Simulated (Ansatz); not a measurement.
# Ba2MgBr6: complex band structure, part 3 of 3

Wanted: the relaxed cell of Ba2MgBr6, its band edges and its decay constants. It is built by putting Br for F, Mg for Zn in the Ba2ZnF6 structure of space group I4/mmm, with the volume rescaled by atomic radii. The parent structure comes from the Materials Project.

Ansatz 0.2.0; PBEsol DFT, plane waves, PAW files (the session's first sound run).

So far, gap on path (eV): step 3 (the bulk crystal and its band edges) 3.88.

The structure was built from a prototype and need not be the compound's stable phase.

### Step 5. Band edges at another level (continued)

Level of this step: PBE DFT, plane waves, PAW files (Ansatz).

The electronic bands at the labelled points (eV, zero at the Fermi level (highest filled level under fixed occupations); v1 is the highest filled band, c1 the lowest empty one):

```tsv
point	v4	v3	v2	v1	c1	c2	c3	c4
VBM	-0.23	-0.23	-0.10	0.00	4.84	4.95	5.14	5.40
halfway	-0.50	-0.43	-0.31	-0.14	4.63	4.84	5.05	5.05
CBM	-0.62	-0.62	-0.20	-0.20	4.03	4.03	4.32	4.62
```

The searched edges give 4.03 eV, as on the mesh.

For the gap on path, step 3 gave 3.88 eV; this run, with PBE, gives 4.03 eV.

### Step 6. Complex bands at another level

This step: PBE DFT, plane waves, PAW files; complex bands by layer matching along the plane's normal (Ansatz 0.2.0).

The complex bands at that level, over its own gap, at (0, 0) and (-0.5, -0.5).

Input file input.yaml:

```yaml
crystal:
  lattice:
    - [5.206848636, 0.0, 0.0]
    - [0.0, 5.206848636, 0.0]
    - [2.603424318, 2.603424318, 10.116074585]
  atoms:
    - { symbol: Ba, position: [0.1520987486, 0.1520987486, 0.6958025028] }
    - { symbol: Ba, position: [0.8479012514, 0.8479012514, 0.3041974972] }
    - { symbol: Mg, position: [0.5, 0.5, 0.0] }
    - { symbol: Br, position: [0.3734899229, 0.3734899229, 0.2530201542] }
    - { symbol: Br, position: [0.6265100771, 0.6265100771, 0.7469798458] }
    - { symbol: Br, position: [0.0, 0.5, 0.0] }
    - { symbol: Br, position: [0.25, 0.75, 0.5] }
    - { symbol: Br, position: [0.75, 0.25, 0.5] }
    - { symbol: Br, position: [0.5, 0.0, 0.0] }
kpoints:
  mp_grid: { grid: [6, 6, 6] }
scf:
  occupations: { method: fixed }
hamiltonian:
  xc: pbe
output:
  eigenvalues: true
  transmission:
    leads: [[0, 0]]
    kpoints: [[0.0, 0.0], [-0.5, -0.5]]
    e_range: [-1.0, 5.03]
    de: 0.15
```

Launch:

```
$ ansatz run input.yaml --threads 2 --pin off --max-ram 4096MiB --backend cpu --events-out ev --progress --plain --runs-dir out
```

Numbers of over 12 decimals in the logs are rounded to 6 here.

What it wrote:

```text
[...]
Crystal: 9 atoms, lattice volume = 274.260 Å³
Basis set: ecut = 420 eV, 5329 PW (Γ)
Bands: 45, of which v1, the nominal top of the filled ones, is band 36 counted from 1 (35 counted from 0)
Symmetry: 16 space group operations
[...]
k-points: 30 of 216
[...]
SCF iter   1: F=—  HF=-30538.907474 eV  |F-HF|=—  |Δ(HF+E_count)|=         —  Δρ=1.10e-3  dr2=1.05e-2  ethr=1.77e-3  ⟨swp⟩=7.9  Hψ=6539  notcnv=0  defer=181
[...]
SCF iter   6: F=-30538.906026 eV  HF=-30538.906026 eV  |F-HF|=5.28e-8  |Δ(HF+E_count)|=   8.54e-7  Δρ=2.83e-6  dr2=4.21e-8  ethr=1.39e-10  ⟨swp⟩=15.6  Hψ=8184  notcnv=0
SCF 1 converged in 6 iterations: F = -30538.906026 eV  dr2 = 4.21e-8
[...]
transmission: 18 of 36 steps passed
transmission: 36 of 36 steps passed
SCF converged after 6 iterations
Free energy (F): -30538.906026 eV
[...]
Internal energy: -30538.906026 eV  (E = F + TS)
E sigma→0 (E₀):  -30538.906026 eV
Fermi energy:    4.536184 eV
[...]
--- Band table (eV; the first three rows and the last of 30) ---
  k-point 0: bands = [... 32 lower, 3.7761, 4.3504, 4.4169, 4.4169, 8.5832, 8.7166, 9.0333, 9.0744, ... 5 higher]
  k-point 1: bands = [... 32 lower, 3.7997, 4.2520, 4.3997, 4.3997, 8.6435, 8.8129, 8.8753, 8.9121, ... 5 higher]
  k-point 2: bands = [... 32 lower, 3.8710, 4.0005, 4.3589, 4.3589, 8.6453, 8.6542, 8.7821, 9.1315, ... 5 higher]
  k-point 29: bands = [... 32 lower, 4.3098, 4.3121, 4.4337, 4.4758, 9.4251, 9.5573, 9.5777, 9.7631, ... 5 higher]
--- Transmission ---
  basis      : 241 plane waves across, 18 finite elements along
  points     : 2, as listed
[...]
channels       : 0.000000e0 a spin
[...]
slowest decay  : 0.2958 /Å at (0.0000, 0.0000)
```

Run time: 73 s. Hardware: 2 threads of Arm Neoverse V2, shared host; peak memory 1 GiB.

Numbers from this step:

| Property | Result |
| --- | --- |
| level to which the leads are filled | 2.014 eV from the Fermi level |
| decay constant at the filling level, zone centre | 0.2958 Å⁻¹ |
| decay constant at the filling level, slowest listed point | 0.2958 Å⁻¹ |

K parallel (0, 0); values up to 1.5 1/Å, a degenerate pair printed once or twice; energies at which all values exceed this have no row. The Im kz of the slowest decaying states by energy, zero at the highest filled level on the SCF mesh:

```tsv
energy (eV)	decay 1 (Å⁻¹)	decay 2 (Å⁻¹)	decay 3 (Å⁻¹)	decay 4 (Å⁻¹)
-1.00	0.0312	0.149	0.394	0.569
-0.70	0.286	0.320	0.563	0.830
-0.55	0.104	0.320	0.387	0.560
-0.25	0.110	0.363	0.427	0.552
-0.10	0.0931	0.105	0.378	0.433
0.05	0.150	0.284	0.389	0.436
0.20	0.186	0.368	0.398	0.440
0.50	0.233	0.409	0.448	0.468
0.65	0.250	0.412	0.453	0.502
0.95	0.273	0.414	0.460	0.501
1.10	0.282	0.413	0.462	0.493
1.40	0.292	0.408	0.464	0.475
1.70	0.297	0.399	0.454	0.463
1.85	0.297	0.392	0.442	0.461
2.15	0.293	0.376	0.417	0.455
2.30	0.289	0.367	0.404	0.451
2.60	0.278	0.344	0.373	0.440
2.90	0.261	0.315	0.337	0.425
3.05	0.249	0.298	0.317	0.416
3.35	0.221	0.257	0.270	0.367
3.50	0.203	0.231	0.241	0.332
3.80	0.151	0.158	0.163	0.243
4.10	0.0936	0.323	0.462	0.652
4.25	0.303	0.391	0.648	1.43
4.55	0.0220	0.0497	0.0581	0.115
4.70	0.0682	0.0851	0.114	0.147
5.00	0.0239	0.0643	0.0843	0.0957
```

K parallel (-0.5, -0.5); values up to 1.5 1/Å, a degenerate pair printed once or twice; energies at which all values exceed this have no row. Im kz of the slowest decaying states against energy, zero at the highest filled level on the SCF mesh:

```tsv
energy (eV)	decay 1 (Å⁻¹)	decay 2 (Å⁻¹)	decay 3 (Å⁻¹)	decay 4 (Å⁻¹)
-1.00	0.208	0.829	1.15	1.23
-0.55	0.0392	0.151	0.738	1.13
-0.10	0.341	0.383	1.11	1.14
0.05	0.0923	0.364	0.658	1.10
0.35	0.232	0.398	0.771	1.09
0.65	0.301	0.422	0.822	1.06
1.10	0.364	0.445	0.860	1.01
1.55	0.400	0.456	0.875	0.958
2.00	0.418	0.458	0.876	0.905
2.45	0.421	0.450	0.850	0.868
2.90	0.411	0.433	0.793	0.853
3.35	0.388	0.404	0.732	0.814
3.65	0.364	0.377	0.689	0.784
4.10	0.311	0.319	0.618	0.737
4.55	0.217	0.225	0.536	0.687
5.00	0.428	0.632	0.693	0.706
```

At the listed wavevectors the last open channel is at -0.10 eV and the next at +4.10 eV on the grid. At +2.00 eV, the grid energy nearest the filling level (the middle of the gap on the SCF mesh), the slowest state at the listed wavevectors decays with κ = 0.296 Å⁻¹, its amplitude falling by e over 3.4 Å; the first such run, plane (001), gave 0.283 Å⁻¹ over as many of its listed wavevectors.

### Step 7. Summary of results

```yaml
band_gap: 3.88 eV
least_decay_constant_at_mid_gap_normal_to_001: 0.283 Å⁻¹
least_decay_constant_pbe: 0.296 Å⁻¹
```

**Reading.** With PBEsol, the slowest decay at the wavevectors tried is κ = 0.283 Å⁻¹, normal to (001). Through such a film the transmission near mid-gap falls as exp(−2κd), a factor of ten every 4.1 Å. A free electron under a barrier of half the gap would need a mass of 0.16 mₑ to decay at this rate. With PBE the gap goes from 3.88 to 4.03 eV and the decay constant, over the first 2 listed wavevectors, from 0.283 to 0.296 Å⁻¹. The compound is made up by substitution; its stability against other phases and against distortions of the cell's symmetry was not tested. A semilocal functional narrows gaps, so real decay constants are likely larger.

[Logs are printed without paths, hosts, clocks, repeated set-up lines and the standing remarks that a program may print on its own settings, such as how far it seeks lower states.]

[Hosts, paths, dates, database ids (printed as entryN), source tags and the programs' standing remarks are cut or masked in the printed files.]
